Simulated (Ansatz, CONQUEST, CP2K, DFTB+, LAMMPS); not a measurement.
## Running Zn2+ BF4- in ethyl methyl carbonate and dimethoxyethane at 330 K (89 atoms) with CP2K

Aim: run Zn2+ BF4- in ethyl methyl carbonate and dimethoxyethane at 330 K (89 atoms) in CP2K and see how near its forces come to a plane-wave reference, and at what cost.

Method: the method is named at each step, in CP2K 2026.2.

**1. Set-up**

The cell holds 89 atoms: 20 C, 12 O, 46 H, 2 B, 8 F and 1 Zn. Its edges and angles: a = 10.052 Å, b = 10.052 Å, c = 10.052 Å, α = 90.0°, β = 90.0°, γ = 90.0°. 2 ethyl methyl carbonate, 3 dimethoxyethane, 1 Zn2+, 2 BF4- placed at random, at 1.17 g/cm³; overlaps pushed apart, then 10 ps at 550 K with stiff harmonic cages for PF6 and BF4 with UFF radii; divalent ions of Li, Roberts, Chakravorty and Merz (J. Chem. Theory Comput. 9, 2733 (2013)); MMFF94 bonds, angles, torsions, charges and radii (Halgren, J. Comput. Chem. 17, 490 (1996)) in harmonic and 12-6 forms; charges of ions scaled by 0.8. Snapshot after 30 ps at 330 K and fixed volume.

The yardstick, on the same geometry:

```
method                                           : Kohn-Sham DFT, PBE, PAW, plane waves (Ansatz 0.2.0); cutoff 420 eV, Γ point, fermi-dirac smearing of 0.05 eV; PAW set soft_2
r.m.s. force component                           : 1.241 eV/Å
longest force                                    : 7.067 eV/Å
pressure                                         : 3.187 GPa
gap (highest filled to lowest empty level) : 3.349 eV
SCF cycles                                       : 10
time                                             : 5 s on 4 threads of Intel Xeon 6975P-C (Granite Rapids), shared host
CPU time                                         : 15 s
```

**2. PBE, DZVP-MOLOPT-SR, 800/50 Ry, OT CG**

Method: Kohn-Sham DFT, PBE, GTH-PBE pseudopotentials, Gaussian and plane waves, DZVP-MOLOPT-SR-GTH, orbital transformation.

Contents of input.inp:

```
&GLOBAL
  PROJECT cell
  RUN_TYPE ENERGY_FORCE
  PRINT_LEVEL LOW
&END GLOBAL
&FORCE_EVAL
  METHOD QS
  STRESS_TENSOR ANALYTICAL
  &DFT
    BASIS_SET_FILE_NAME BASIS_MOLOPT
    POTENTIAL_FILE_NAME GTH_POTENTIALS
    &MGRID
      CUTOFF 800
      REL_CUTOFF 50
      NGRIDS 5
    &END MGRID
    &QS
      EPS_DEFAULT 1.0E-12
    &END QS
    &SCF
      SCF_GUESS ATOMIC
      EPS_SCF 1.0E-06
      MAX_SCF 30
      &OT
        MINIMIZER CG
        PRECONDITIONER FULL_ALL
        ENERGY_GAP 0.001
      &END OT
      &OUTER_SCF
        EPS_SCF 1.0E-06
        MAX_SCF 8
      &END OUTER_SCF
      &PRINT
        &RESTART OFF
        &END RESTART
      &END PRINT
    &END SCF
    &XC
      &XC_FUNCTIONAL PBE
      &END XC_FUNCTIONAL
    &END XC
    &PRINT
      &MULLIKEN ON
      &END MULLIKEN
      &HIRSHFELD ON
        SHAPE_FUNCTION DENSITY
      &END HIRSHFELD
      &MO_CUBES
        NHOMO 1
        NLUMO 4
        WRITE_CUBE F
      &END MO_CUBES
    &END PRINT
  &END DFT
  &SUBSYS
    &CELL
      A 10.05242 0.00000 0.00000
      B 0.00000 10.05242 0.00000
      C 0.00000 0.00000 10.05242
    &END CELL
    &COORD
      SCALED
      C 0.68836 0.32802 0.80365
      O 0.81951 0.28655 0.75450
      C 0.85680 0.16645 0.81413
      C 0.80072 0.05183 0.74231
      O 0.67200 0.02340 0.80169
      C 0.64484 0.88453 0.76814
      H 0.67737 0.43664 0.78362
      H 0.60765 0.27350 0.74714
      H 0.68178 0.30672 0.91397
      H 0.96111 0.15065 0.80787
      H 0.83657 0.17027 0.92068
      H 0.87384 0.97305 0.75178
      H 0.78664 0.05840 0.63375
      H 0.65131 0.87114 0.65907
      H 0.54392 0.86950 0.80326
      H 0.71028 0.82167 0.82314
      C 0.18625 0.61508 0.42016
      O 0.10999 0.64300 0.30222
      C 0.19276 0.70963 0.20993
      C 0.12402 0.84184 0.17703
      O 0.99737 0.80967 0.12893
      C 0.96165 0.91206 0.03755
      H 0.11662 0.56633 0.49344
      H 0.27560 0.55529 0.40415
      H 0.22397 0.70733 0.46108
      H 0.29281 0.73897 0.24032
      H 0.20279 0.64664 0.11541
      H 0.18341 0.88526 0.08862
      H 0.12059 0.90678 0.25860
      H 0.85704 0.90988 0.01243
      H 0.99773 0.87586 0.93978
      H 0.00601 0.00771 0.05840
      C 0.44053 0.06373 0.00437
      O 0.33149 0.14782 0.05619
      C 0.29165 0.25987 0.97484
      C 0.37547 0.38624 0.99561
      O 0.32968 0.48907 0.90622
      C 0.37572 0.48166 0.77190
      H 0.41167 0.01934 0.91177
      H 0.52895 0.12268 0.98160
      H 0.47016 0.98412 0.06562
      H 0.29108 0.22282 0.87330
      H 0.18689 0.28708 0.98776
      H 0.47949 0.35812 0.97351
      H 0.35932 0.41707 0.09192
      H 0.32138 0.56118 0.70930
      H 0.34796 0.38828 0.72728
      H 0.48066 0.49933 0.76597
      C 0.81089 0.20643 0.32622
      C 0.86391 0.33884 0.27353
      O 0.93942 0.31343 0.15219
      C 0.95727 0.43730 0.09276
      O 0.92094 0.54770 0.14296
      O 0.99954 0.41792 0.96292
      C 0.00611 0.54514 0.88888
      H 0.76907 0.22395 0.42308
[... 29 atom lines left out ...]
      F 0.49820 0.72213 0.10315
      F 0.61937 0.56642 0.23745
      F 0.66672 0.60341 0.02068
      Zn 0.90448 0.70450 0.24059
    &END COORD
    &KIND C
      BASIS_SET DZVP-MOLOPT-SR-GTH-q4
      POTENTIAL GTH-PBE-q4
    &END KIND
    &KIND O
      BASIS_SET DZVP-MOLOPT-SR-GTH-q6
      POTENTIAL GTH-PBE-q6
    &END KIND
    &KIND H
      BASIS_SET DZVP-MOLOPT-SR-GTH-q1
      POTENTIAL GTH-PBE-q1
    &END KIND
    &KIND B
      BASIS_SET DZVP-MOLOPT-SR-GTH-q3
      POTENTIAL GTH-PBE-q3
    &END KIND
    &KIND F
      BASIS_SET DZVP-MOLOPT-SR-GTH-q7
      POTENTIAL GTH-PBE-q7
    &END KIND
    &KIND Zn
      BASIS_SET DZVP-MOLOPT-SR-GTH-q12
      POTENTIAL GTH-PBE-q12
    &END KIND
  &END SUBSYS
  &PRINT
    &FORCES ON
    &END FORCES
    &STRESS_TENSOR ON
    &END STRESS_TENSOR
  &END PRINT
&END FORCE_EVAL
```

On the command line:

```sh
OMP_NUM_THREADS=1 mpirun -np 4 cp2k.psmp -i input.inp > output.txt
```

Numbers of over 12 decimals in the logs are rounded to 6 here.

The log of the run:

```text
CP2K| version string:                                       CP2K version 2026.2
 CP2K| Input file name                                                 input.inp
 GLOBAL| Basis set file name                                        BASIS_MOLOPT
 GLOBAL| Potential file name                                      GTH_POTENTIALS
 GLOBAL| Run type                                                   ENERGY_FORCE
 GLOBAL| Total number of message passing processes                             4
 GLOBAL| Number of threads for this process                                    1
 TOTAL NUMBERS AND MAXIMUM NUMBERS
  Total number of            - Atomic kinds:                                   6
                             - Atoms:                                         89
                             - Shell sets:                                    89
                             - Shells:                                       355
                             - Primitive Cartesian functions:                444
                             - Cartesian basis functions:                    848
                             - Spherical basis functions:                    801
  Maximum angular momentum of- Orbital basis functions:                        3
                             - Local part of the GTH pseudopotential:          2
                             - Non-local part of the GTH pseudopotential:      4
 SCF PARAMETERS         Density guess:                                    ATOMIC
                        max_scf:                                              30
                        eps_scf:                                        1.00E-06
                        Outer loop SCF in use
                        eps_scf                                         1.00E-06
                        max_scf                                                8
 Extrapolation method: initial_guess
 Number of electrons:                                                        272
[... lines left out ...]
  Step     Update method      Time    Convergence         Total energy    Change
[... lines left out ...]
  Total energy:                                              -593.638659
[... lines left out ...]
  Precond_solver : DEFAULT
  Line search    : 2PNT                : 2 energies, one gradient
  stepsize       :    0.15000000                  energy_gap     :    0.00100000
  eps_taylor     :   0.10000E-15                  max_taylor     :             4
  ----------------------------------- OT ---------------------------------------
  Step     Update method      Time    Convergence         Total energy    Change
[...]
- OT LS       0.10E+00    1.5                     -593.6389010650
     4 OT CG       0.10E+00    2.7     0.00000184      -593.6389010780 -1.65E-07
     - OT LS       0.11E+00    1.5                     -593.6389010982
     5 OT CG       0.11E+00    2.7     0.00000052      -593.6389010983 -2.03E-08
  *** SCF run converged in     5 steps ***
  Electronic density on regular grids:       -272.0000000000        0.0000000000
  Core density on regular grids:              271.9999999998       -0.0000000002
  Total charge density on r-space grids:       -0.0000000001
  Total charge density g-space grids:          -0.0000000001
  Overlap energy of the core charge distribution:               2.08281e-05
  Self energy of the core charge distribution:              -1436.165079
  Core Hamiltonian energy:                                    426.191362
  Hartree energy:                                             559.061469
  Exchange-correlation energy:                               -142.726674
  Total energy:                                              -593.638901
  outer SCF iter =    2 RMS gradient =   0.52E-06 energy =       -593.6389010983
  outer SCF loop converged in   2 iterations or   68 steps
 !-----------------------------------------------------------------------------!
                     Mulliken Population Analysis
 #  Atom  Element  Kind  Atomic population                           Net charge
       1     C        1          4.148838                             -0.148838
       2     O        2          6.177008                             -0.177008
       3     C        1          4.067509                             -0.067509
[...]
88     F        5          7.317358                             -0.317358
      89     Zn       6         11.611184                              0.388816
 # Total charge                            272.000000                  0.000000
 !-----------------------------------------------------------------------------!
 !-----------------------------------------------------------------------------!
                           Hirshfeld Charges
  #Atom  Element  Kind  Ref Charge     Population                    Net charge
      1       C      1       4.000          4.045                        -0.045
      2       O      2       6.000          6.143                        -0.143
      3       C      1       4.000          4.027                        -0.027
[...]
88       F      5       7.000          7.244                        -0.244
     89       Zn     6      12.000         11.543                         0.457
  Total Charge                                                           -0.000
 !-----------------------------------------------------------------------------!
  Eigenvalues of the occupied subspace spin            1
      -1.01548807     -0.96177466     -0.93473949     -0.93215127
      -0.91919078     -0.91323985     -0.90825531     -0.90571843
      -0.88685745     -0.86091862     -0.84218866     -0.83677650
[...]
-0.07186569     -0.05816214     -0.05092249     -0.03960358
 Fermi Energy [eV] :   -1.077668
  Using OT eigensolver for additional unoccupied orbitals spin            1
  Lowest Eigenvalues of the unoccupied subspace spin            1
 OT| Eigensolver reached convergence in 233 iterations
       0.08144012      0.13774876      0.15548161      0.15978650
 HOMO - LUMO gap [eV] :    3.293767
 ENERGY| Total FORCE_EVAL ( QS ) energy [hartree]           -593.638901
 FORCES| Atomic forces [hartree/bohr]
 FORCES|   Atom     x               y               z               |f|
 FORCES|      1  2.32681449E-03 -3.74143598E-03 -8.33003613E-03   9.42347658E-03
 FORCES|      2 -1.50263020E-02  3.12673383E-02  5.44622866E-03   3.51154895E-02
 FORCES|      3  4.79007916E-04  1.10880135E-02 -1.00255875E-02   1.49561324E-02
[...]
FORCES|     88 -1.74262968E-02 -2.56359958E-02 -4.07584137E-02   5.12067221E-02
 FORCES|     89  2.64200172E-02 -6.52401046E-02 -2.07210155E-02   7.33733537E-02
 FORCES| Sum     4.99870644E-03  1.22168108E-03  4.48815251E-04
 FORCES| Total atomic force                                       5.16536600E-03
 STRESS| Analytical stress tensor [bar]
 STRESS|                        x                   y                   z
 STRESS|      x        4.32671350326E+04   7.41224226219E+03  -1.15488403922E+04
 STRESS|      y        7.41224226219E+03   3.68114513083E+04   4.84071989336E+03
 STRESS|      z       -1.15488403922E+04   4.84071989336E+03   3.57304437594E+04
 STRESS| 1/3 Trace                                             3.86030100334E+04
```

Run time: 2.6 min. Hardware: 4 MPI ranks of Intel Xeon 6975P-C (Granite Rapids), shared host; peak memory 3.5 GiB; 10 min of CPU time.

Banners, paths, timers and routine set-up lines are dropped from the logs unmarked, and long logs keep their key lines alone; longer cuts are marked.

Numbers from this run, and their distance from the reference:

- r.m.s. force component: 1.263 eV/Å
- r.m.s. difference of force components: 108.4 meV/Å
- longest difference of force vectors: 442 meV/Å
- force difference over r.m.s. force: 8.73 %
- slope of forces against the reference's: 1.014
- correlation of force components: 0.9964
- gap (highest filled to lowest empty level): 3.294 eV
- gap difference: -0.0556 eV
- pressure: 3.86 GPa
- pressure difference: 0.6735 GPa

Length of the force difference by element (eV/Å):

```tsv
element	atoms	mean	most
B	2	0.17	0.21
C	20	0.23	0.31
F	8	0.30	0.44
H	46	0.044	0.11
O	12	0.29	0.42
Zn	1	0.14	0.14
```

Local excerpt of 9 atoms (numbers count through the whole input) about Zn89, the only Zn atom; x, y, z are measured from there.

```tsv
atom	x	y	z	distance (Å)	bonds	Hirshfeld charge (e)	Fx	Fy	Fz (eV/Å)
Zn89	0.00	0.00	0.00	0.00	5	0.46	1.36	-3.35	-1.07
F82	-0.35	1.31	1.13	1.77	2	-0.12	1.23	7.15	1.08
O21	0.93	1.06	-1.12	1.80	3	-0.05	0.91	2.58	-2.02
F80	-0.67	-0.59	1.61	1.84	2	-0.13	0.04	-5.32	3.07
F85	-1.59	0.29	-0.90	1.85	2	-0.11	-1.92	3.73	0.40
O53	0.17	-1.58	-0.98	1.86	2	-0.15	1.57	-4.61	-2.55
O18	2.07	-0.62	0.62	2.24	2	-0.09	1.20	-0.56	0.75
B79	-0.90	0.65	2.25	2.51	4	0.28	0.21	-0.57	-1.06
C20	2.21	1.38	-0.64	2.68	4	-0.01	3.28	-1.59	-2.74
```

Forces lie 8.7 % from the reference's, at 40 times its CPU time; the SCF took 68 steps, which the time reflects.

**3. PBE, DZVP-MOLOPT-SR, 800/50 Ry, diagonalisation**

Method: Kohn-Sham DFT, PBE, GTH-PBE pseudopotentials, Gaussian and plane waves, DZVP-MOLOPT-SR-GTH, diagonalisation.

input.inp, as its differences from that of step 2:

```diff
@@ -22,12 +22,16 @@
       EPS_SCF 1.0E-06
-      MAX_SCF 30
-      &OT
-        MINIMIZER CG
-        PRECONDITIONER FULL_ALL
-        ENERGY_GAP 0.001
-      &END OT
-      &OUTER_SCF
-        EPS_SCF 1.0E-06
-        MAX_SCF 8
-      &END OUTER_SCF
+      MAX_SCF 200
+      ADDED_MOS 14
+      &DIAGONALIZATION
+        ALGORITHM STANDARD
+      &END DIAGONALIZATION
+      &SMEAR ON
+        METHOD FERMI_DIRAC
+        ELECTRONIC_TEMPERATURE [K] 580
+      &END SMEAR
+      &MIXING
+        METHOD BROYDEN_MIXING
+        ALPHA 0.3
+        NBROYDEN 8
+      &END MIXING
       &PRINT
@@ -47,7 +51,11 @@
       &END HIRSHFELD
-      &MO_CUBES
-        NHOMO 1
-        NLUMO 4
-        WRITE_CUBE F
-      &END MO_CUBES
+      &MO ON
+        EIGENVALUES T
+        OCCUPATION_NUMBERS T
+        MO_INDEX_RANGE 125 148
+        &EACH
+          QS_SCF 0
+        &END EACH
+        ADD_LAST NUMERIC
+      &END MO
     &END PRINT
@@ -60,6 +68,6 @@
     &END CELL
-    &COORD
-      SCALED
-[... 89 atom lines left out: the same atoms as in the first run ...]
-    &END COORD
+    &TOPOLOGY
+      COORD_FILE_NAME structure.xyz
+      COORD_FILE_FORMAT XYZ
+    &END TOPOLOGY
     &KIND C
```

Contents of structure.xyz:

```xyz
89

C 6.91968 3.29739 8.07863
O 8.23806 2.88052 7.58455
C 8.61291 1.67323 8.18398
C 8.04917 0.52102 7.46201
O 6.75523 0.23523 8.05892
C 6.48220 8.89167 7.72167
H 6.80921 4.38929 7.87728
H 6.10835 2.74934 7.51057
H 6.85354 3.08328 9.18761
H 9.66148 1.51440 8.12105
H 8.40955 1.71163 9.25506
H 8.78421 9.78151 7.55721
H 7.90764 0.58706 6.37072
H 6.54724 8.75707 6.62525
H 5.46771 8.74058 8.07471
H 7.14003 8.25977 8.27455
C 1.87226 6.18304 4.22362
O 1.10567 6.46371 3.03804
C 1.93770 7.13350 2.11030
C 1.24670 8.46253 1.77958
[... 65 atom lines left out ...]
F 5.00812 7.25915 1.03691
F 6.22617 5.69389 2.38695
F 6.70215 6.06573 0.20788
Zn 9.09221 7.08193 2.41851
```

The log of the run:

```text
CP2K| version string:                                       CP2K version 2026.2
 CP2K| Input file name                                                 input.inp
 GLOBAL| Basis set file name                                        BASIS_MOLOPT
 GLOBAL| Potential file name                                      GTH_POTENTIALS
 GLOBAL| Run type                                                   ENERGY_FORCE
 GLOBAL| Total number of message passing processes                             4
 GLOBAL| Number of threads for this process                                    1
[... lines left out ...]
                        Smear method:                                FERMI_DIRAC
[... lines left out ...]
 Number of electrons:                                                        272
[... lines left out ...]
  Step     Update method      Time    Convergence         Total energy    Change
[... lines left out ...]
  *** SCF run converged in    17 steps ***
[... lines left out ...]
  Fermi energy:                                                 0.023065
  Total energy:                                              -593.638880
  Total energy (extrapolated to T->0):                       -593.638880
[... lines left out ...]
 MO| E(Fermi):            0.023065 a.u.          0.627620 eV
[... lines left out ...]
     89       Zn     6      12.000         11.543                         0.457
  Total Charge                                                           -0.000
 !-----------------------------------------------------------------------------!
 ENERGY| Total FORCE_EVAL ( QS ) energy [hartree]           -593.638899
 FORCES| Atomic forces [hartree/bohr]
 FORCES|   Atom     x               y               z               |f|
 FORCES|      1  2.33018076E-03 -3.73492975E-03 -8.33191623E-03   9.42338955E-03
 FORCES|      2 -1.50298554E-02  3.12697663E-02  5.44665368E-03   3.51192379E-02
 FORCES|      3  4.81439481E-04  1.10850288E-02 -1.00307901E-02   1.49574863E-02
[...]
FORCES|     88 -1.74258219E-02 -2.56338083E-02 -4.07556383E-02   5.12032562E-02
 FORCES|     89  2.64202136E-02 -6.52414610E-02 -2.07185242E-02   7.33739270E-02
 FORCES| Sum     4.99866104E-03  1.22212531E-03  4.49376178E-04
 FORCES| Total atomic force                                       5.16547591E-03
 STRESS| Analytical stress tensor [bar]
 STRESS|                        x                   y                   z
 STRESS|      x        4.32673007512E+04   7.41139536076E+03  -1.15489768224E+04
 STRESS|      y        7.41139536076E+03   3.68105989523E+04   4.84068985090E+03
 STRESS|      z       -1.15489768224E+04   4.84068985090E+03   3.57298615102E+04
 STRESS| 1/3 Trace                                             3.86025870712E+04
```

Run time: 58 s. Hardware: 4 MPI ranks; peak memory 5.3 GiB; 3.9 min of CPU time.

Against the reference:

- r.m.s. force component: 1.263 eV/Å
- r.m.s. difference of force components: 108.4 meV/Å
- longest difference of force vectors: 442.3 meV/Å
- force difference over r.m.s. force: 8.731 %
- slope of forces against the reference's: 1.014
- correlation of force components: 0.9964
- gap (highest filled to lowest empty level): 3.294 eV
- gap difference: -0.0557 eV
- pressure: 3.86 GPa
- pressure difference: 0.6735 GPa
- energy less the same-level run's: 0.0005 meV/atom
- r.m.s. force difference from the same-level run: 0.13 meV/Å

Against the first run (8.7 %), the force difference from the reference is 8.7 %, at 0.38 times the CPU time (17 SCF steps against 68): another solver or mixer reaches the same state.

(Part 1 of 2 ends here.)

[Also dropped from logs without a mark: logging warnings of Python, and SIESTA's first energy breakdown and zero terms.]

[Logs are printed without paths, hosts, clocks, repeated set-up lines and the standing remarks that a program may print on its own settings, such as how far it seeks lower states.]

[Hosts, paths, dates, database ids (printed as entryN), source tags and the programs' standing remarks are cut or masked in the printed files.]

[The MMFF94 radii named for the starting cell were scaled by 0.96; in molecules described by MMFF94, hydrogen bound to N, O or S took a small fixed 12-6 site in their place.]
